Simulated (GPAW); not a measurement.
# ZnCu: optical spectrum from first principles, part 2 of 2

Aim: the dielectric function of ZnCu, and the optical constants that follow from it.

GPAW 26.7.0; DFT, PBE, plane-wave PAW (GPAW data sets), scalar-relativistic, RPA, optical limit.

So far. Step 2 (Ground state): There are states at the Fermi level within the smearing, so the occupations stay smeared and the carriers get a Drude term.

## (4) Dielectric function, RPA

Local fields let the induced charge screen the field inside the cell, which as a rule lowers ε, most along directions where the density is uneven.

This step: DFT, PBE, plane-wave PAW (GPAW data sets), scalar-relativistic, RPA, optical limit (GPAW 26.7.0).

df.py

```python
from gpaw.response.df import DielectricFunction

df = DielectricFunction('full.gpw', frequencies={'type': 'nonlinear', 'domega0': 0.03, 'omega2': 8},
                        ecut=50,
                        eta=0.15,
                        nbands=34,
                        rate=0.05,
                        txt='df.txt')
for direction in ['x']:
    df.get_dielectric_function(xc='RPA', direction=direction, filename=f'df_{direction}.csv')
```

Run with:

```
OMP_NUM_THREADS=1 python df.py
```

Numbers of over 12 decimals in the logs are rounded to 6 here.

Output:

```text
Using integrator: PointIntegrator
NonLinearFrequencyDescriptor(from 0.000 to 59.990 eV, 488 points)
Nonperiodic BCs:  [False False False]
Using integrator: PointIntegrator
NonLinearFrequencyDescriptor(from 0.000 to 59.990 eV, 488 points)
Nonperiodic BCs:  [False False False]
Using integrator: PointIntegrator

Calculating chi0 body with:
    Ground state adapter containing:
    Number of spins: 1
    Number of kpoints: 3375
    Number of irreducible kpoints: 120
    Number of completely occupied states: 10
    Number of partially occupied states: 12

    Linear response parametrization:
    q_c: [0.0, 0.0, 0.0]
    Number of frequency points: 488
    Planewave cutoff: 50.0
    Number of bands: 34
    Number of planewaves: 19
    Broadening (eta): 0.15

Integrating chi0 body.

Symmetries of q_c:
    Direct symmetries (Uq -> q): 48
    Indirect symmetries (TUq -> q): 0
In total 48 allowed symmetries.

120 groups of equivalent kpoints. 96.444444% reduction.

Integral kind: spectral function

Calculating chi0 optical extensions with:
    Ground state adapter containing:
    Number of spins: 1
    Number of kpoints: 3375
    Number of irreducible kpoints: 120
    Number of completely occupied states: 10
    Number of partially occupied states: 12

    Linear response parametrization:
    Number of frequency points: 488
    Planewave cutoff: 50.0
    Number of bands: 34
    Number of planewaves: 19
    Broadening (eta): 0.15
Integrating chi0 head and wings.

Symmetries of q_c:
    Direct symmetries (Uq -> q): 48
    Indirect symmetries (TUq -> q): 0
In total 48 allowed symmetries.

120 groups of equivalent kpoints. 96.444444% reduction.

Integral kind: spectral function wings

Calculating drude chi0 with:
    Number of frequency points:488
    Plasma frequency decay rate: 0.05 eV

    Ground state adapter containing:
    Number of spins: 1
    Number of kpoints: 3375
    Number of irreducible kpoints: 120
    Number of completely occupied states: 10
    Number of partially occupied states: 12

Symmetries of q_c:
    Direct symmetries (Uq -> q): 48
    Indirect symmetries (TUq -> q): 0
In total 48 allowed symmetries.

120 groups of equivalent kpoints. 96.444444% reduction.

Integral kind: intraband
Plasma frequency:
[[10.37-0.j  0.  +0.j  0.  +0.j]
 [ 0.  +0.j 10.37-0.j  0.  +0.j]
 [ 0.  +0.j  0.  +0.j 10.37-0.j]]
```

It took 7.7 s on 1 thread of Arm Neoverse V2, shared host; peak memory 0.25 GiB.

Some rows of df_x.csv (energy; Re and Im without local fields; Re and Im with them):

```text
0.000000, 43032.209555, -0.000000, 43032.187007, -0.000000
0.460735, -481.683623, 107.512073, -481.707235, 107.510862
0.943989, -111.899152, 12.939143, -111.924178, 12.934824
1.451455, -42.273107, 3.865311, -42.307444, 3.860965
1.984998, -16.636397, 2.417404, -16.697069, 2.402104
2.546682, -4.338903, 7.334659, -4.404834, 7.216754
3.138794, -5.039304, 12.945353, -4.861968, 12.781973
3.763875, -7.104808, 9.660032, -7.007901, 9.720398
4.424758, -5.051040, 5.203676, -5.013982, 5.193090
5.124608, -4.422683, 4.602993, -4.405976, 4.704652
5.866977, -3.119562, 3.567994, -3.113454, 3.612753
6.655862, -2.327810, 3.841741, -2.299267, 3.907300
7.495775, -2.135635, 2.624076, -2.156608, 2.659515
8.391833, -1.503407, 2.238501, -1.529276, 2.264760
9.349861, -1.304199, 1.619814, -1.324666, 1.651940
10.376517, -0.993293, 1.462507, -1.020851, 1.466492
11.479449, -0.627277, 1.042860, -0.664372, 1.051968
12.667487, -0.423445, 0.876299, -0.448802, 0.862377
13.950874, -0.180291, 0.786071, -0.207437, 0.770993
```

Sum at mesh points, not converged in k. The Im ε, E ∥ x by photon energy; read off at these points:

```
photon energy (eV)  Im ε, E ∥ x
             0.500         84.8
             0.750         25.4
             1.000         10.9
             1.250         5.76
             1.500         3.56
             1.750         2.59
             2.000         2.42
             2.250         3.71
             2.500         6.67
             2.750         7.86
             3.000         13.3
             3.058         13.5
             3.250         11.7
             3.426         13.6
             3.500         12.7
             3.750         9.72
             4.000         7.68
             4.250         5.89
             4.500         5.41
             4.750         5.82
             5.000         5.10
             5.250         4.33
             5.500         4.24
             5.750         3.58
             6.000         3.34
             6.250         3.22
             6.500         3.62
             6.750         3.76
             7.000         3.22
             7.250         2.65
             7.500         2.66
             7.750         2.21
             8.000         2.19
             8.250         2.24
             8.500         2.28
             8.750         2.12
             9.000         1.76
             9.250         1.67
             9.500         1.61
             9.750         1.47
            10.000         1.44
            10.250         1.53
            10.500         1.37
            10.750         1.29
            11.000         1.21
            11.250         1.17
            11.500         1.05
            11.750         1.10
            12.000         1.08
            12.250        0.956
            12.500        0.912
            12.750        0.830
            13.000        0.814
            13.250        0.883
            13.500        0.872
            13.750        0.787
```

Values under 1 per cm are given as 1; sum at mesh points, not converged in k. Absorption coefficient, E ∥ x against photon energy:

photon energy (eV), log10 absorption coefficient, E ∥ x (1/cm) and a bar from the least value:
```
    0.492        6.0 ####################
    1.010        6.0 ###################
    1.486        6.0 ################
    1.985        5.9 ##########
    2.508        5.8 
    3.018        5.9 #############
    3.510        6.1 #########################
    3.980        6.1 ############################
    4.516        6.0 ######################
    4.981        6.1 ###########################
    5.515        6.1 ##########################
    6.021        6.1 #########################
    6.494        6.1 ########################
    6.985        6.1 ##############################
    7.496        6.1 ############################
    8.026        6.1 ##########################
    8.516        6.1 ############################
    9.023        6.1 #############################
    9.483        6.1 ###########################
   10.026        6.1 #########################
   10.519        6.1 ###########################
   11.029        6.1 #########################
   11.479        6.1 ########################
   12.023        6.1 #########################
   12.504        6.0 ######################
   13.000        6.0 ##################
   13.512        6.0 ####################
```

Sum at mesh points, not converged in k. The reflectivity at normal incidence, E ∥ x by photon energy; read off at these points:

photon energy (eV), reflectivity at normal incidence, E ∥ x (%) and a bar from the least value:
```
    0.500       98.0 ##############################
    0.750       98.0 ##############################
    1.000       97.8 ##############################
    1.250       97.6 ##############################
    1.500       97.2 ##############################
    1.750       96.2 #############################
    2.000       93.3 ############################
    2.250       79.3 ######################
    2.500       55.1 #############
    2.750       44.1 ########
    3.000       51.2 ###########
    3.250       53.8 ############
    3.500       60.7 ###############
    3.750       61.0 ###############
    4.000       65.4 #################
    4.250       63.6 ################
    4.500       56.7 #############
    4.750       55.3 #############
    5.000       57.6 ##############
    5.250       57.3 #############
    5.500       54.3 ############
    5.750       53.2 ############
    6.000       51.8 ###########
    6.250       46.9 #########
    6.500       42.4 #######
    6.750       47.0 #########
    7.000       50.3 ###########
    7.097       51.3 ###########
    7.250       50.2 ###########
    7.500       47.1 #########
    7.750       49.0 ##########
    8.000       43.8 ########
    8.250       42.0 #######
    8.500       41.8 #######
    8.750       45.0 ########
    8.895       46.4 #########
    9.000       46.0 #########
    9.250       43.0 ########
    9.500       42.2 #######
    9.750       41.1 #######
   10.000       37.5 #####
   10.250       36.8 #####
   10.500       38.9 ######
   10.750       38.1 ######
   11.000       36.4 #####
   11.250       36.6 #####
   11.500       34.7 ####
   11.750       31.8 ###
   12.000       32.8 ####
   12.250       34.0 ####
   12.500       31.6 ###
   12.750       31.1 ###
   13.000       26.7 #
   13.250       24.2 
   13.500       25.4 #
   13.750       25.7 #
```

Sum at mesh points, not converged in k. Loss function −Im 1/ε at q → 0, E ∥ x against energy loss; read off at these points:

```
energy loss (eV)  loss function −Im 1/ε at q → 0, E ∥ x
             0.5                                 4.8e-4
             1.0                                0.00110
             1.5                                0.00233
             2.0                                0.00906
             2.5                                  0.101
             3.0                                 0.0728
             3.5                                 0.0591
             4.0                                 0.0638
             4.5                                  0.107
             5.0                                  0.108
             5.5                                  0.134
             6.0                                  0.168
             6.5                                  0.213
             7.0                                  0.180
             7.5                                  0.226
             8.0                                  0.288
             8.5                                  0.297
             9.0                                  0.312
             9.5                                  0.379
            10.0                                  0.481
            10.5                                  0.479
            11.0                                  0.577
            11.5                                  0.687
            12.0                                  0.713
            12.5                                  0.864
            13.0                                   1.10
            13.5                                   1.05
```

Sum at mesh points, not converged in k. Table of Im ε, E ∥ x by photon energy; read off at these points:

```
photon energy (eV)  without local fields  with local fields
             0.500                  84.8               84.8
             0.750                  25.4               25.4
             1.000                  10.9               10.9
             1.250                  5.76               5.76
             1.500                  3.57               3.56
             1.750                  2.60               2.59
             2.000                  2.44               2.42
             2.250                  3.75               3.71
             2.500                  6.78               6.67
             2.750                  8.01               7.86
             3.000                  13.5               13.3
             3.058                  13.7               13.5
             3.250                  11.9               11.7
             3.426                  13.6               13.6
             3.500                  12.6               12.7
             3.750                  9.66               9.72
             4.000                  7.61               7.68
             4.250                  5.88               5.89
             4.500                  5.42               5.41
             4.750                  5.81               5.82
             5.000                  4.97               5.10
             5.250                  4.26               4.33
             5.500                  4.18               4.24
             5.750                  3.54               3.58
             6.000                  3.30               3.34
             6.250                  3.18               3.22
             6.500                  3.58               3.62
             6.750                  3.68               3.76
             7.000                  3.14               3.22
             7.250                  2.61               2.65
             7.500                  2.62               2.66
             7.750                  2.18               2.21
             8.000                  2.16               2.19
             8.250                  2.21               2.24
             8.500                  2.25               2.28
             8.750                  2.10               2.12
             9.000                  1.75               1.76
             9.250                  1.65               1.67
             9.500                  1.58               1.61
             9.750                  1.46               1.47
            10.000                  1.43               1.44
            10.250                  1.53               1.53
            10.500                  1.37               1.37
            10.750                  1.29               1.29
            11.000                  1.21               1.21
            11.250                  1.15               1.17
            11.500                  1.05               1.05
            11.750                  1.10               1.10
            12.000                  1.08               1.08
            12.250                 0.966              0.956
            12.500                 0.923              0.912
            12.750                 0.844              0.830
            13.000                 0.824              0.814
            13.250                 0.885              0.883
            13.500                 0.876              0.872
            13.750                 0.798              0.787
```

At chosen wavelengths:

```
wavelength (nm)     n      k  R (%)     1/α
           1064  0.42  8.423   97.7   10 nm
            800  0.27  5.993   97.1   11 nm
            532  0.82  2.798   70.5   15 nm
            450  1.79  2.225   43.9   16 nm
            365  2.17  3.130   56.3  9.3 nm
            248  1.06  2.399   57.6  8.2 nm
            193  0.99  1.734   43.1  8.9 nm
```

A polished face would reflect 78 % of daylight and look yellow (CIE x = 0.370, y = 0.378 under D65).

## (5) Summary of results

What this shows: At this level (PBE, RPA) ZnCu is a metal. The mesh is too coarse to trust the carriers' weight, the reflectivity or the colour to better than tens of per cent. A polished face would reflect 78 % of daylight and look yellow (CIE x = 0.370, y = 0.378 under D65). The carriers' damping of 0.05 eV is typed, not computed; it shapes the response at the lowest energies. In this version of GPAW the matrix elements of the optical limit are incomplete, which can lower ε − 1 by up to a tenth where first-row anions or d states rule, and shift it by more in d metals. GPAW's carrier term has the form −ωp²/(ω + i·rate)², which damps like twice the rate and fails at low energy, so the curves leave the lowest energies out. The sum runs over mesh points 0.14 Å⁻¹ apart with no interpolation, so peaks are partly noise of the mesh, and the Drude plasma energy, a sum over the Fermi surface, isn't converged.

[Machine, clock and banner lines and Python warnings are left out of the logs.]

[Logs are printed without paths, hosts, clocks, repeated set-up lines and the standing remarks that a program may print on its own settings, such as how far it seeks lower states.]

[Hosts, paths, dates, database ids (printed as entryN), source tags and the programs' standing remarks are cut or masked in the printed files.]
